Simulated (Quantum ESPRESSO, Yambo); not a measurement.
An input for Yambo 5.3.0 (SnO2 (Cassiterite)):

```
optics
bss
bse
em1s
dipoles
rim_cut
RandQpts= 1000000
RandGvec= 1 RL
Chimod= "HARTREE"
BSKmod= "SEX"
BSEmod= "resonant"
BSSmod= "d"
BSENGexx= 30 Ry
BSENGBlk= 6 Ry
% BSEQptR
 1 | 1 |
%
% BSEBands
 25 | 36 |
%
% BEnRange
 0 | 6 | eV
%
% BDmRange
 0.1 | 0.1 | eV
%
BEnSteps= 121
% BLongDir
 1 | 0 | 0 |
%
% BndsRnXs
 1 | 54 |
%
NGsBlkXs= 6 Ry
% LongDrXs
 1 | 1 | 1 |
%
% KfnQP_E
 1.481 | 1.0 | 1.0 |
%
WRbsWF
```

```sh
OMP_NUM_THREADS=2 mpirun -n 4 yambo -F bse3.in -J bse3 -C bse3 > bse3.log
```

The stored states that it reads are on a 4×4×4 mesh. Symmetry: P4_2/mnm, No. 136, tetragonal system. Conventional cell: a = 4.738 Å, b = 4.738 Å, c = 3.187 Å, α = 90.00°, β = 90.00°, γ = 90.00°. Nearest to Sn lie 6 O at 2.05 to 2.06 Å. Nearest to O lie 3 Sn at 2.05 to 2.06 Å. Farther neighbours and most contacts between anions are not listed.

Question: Estimate wall time and host memory on 4 MPI ranks of Arm Neoverse V2, shared host.

It took 44 s; on shared hardware allow 22 s to 88 s. Peak host memory was 1.7 GiB.

The kernel grows as the square of the matrix size, and full diagonalisation as its cube.

[Paths, hosts, dates, memory and timing lines, banners, echoed tables and standing remarks are left out of the program output.]

[Logs are printed without paths, hosts, clocks, repeated set-up lines and the standing remarks that a program may print on its own settings, such as how far it seeks lower states.]

[Runs of the session that timed out or met a known fault of the program may be left out.]

[Hosts, paths, dates, database ids (printed as entryN), source tags and the programs' standing remarks are cut or masked in the printed files.]
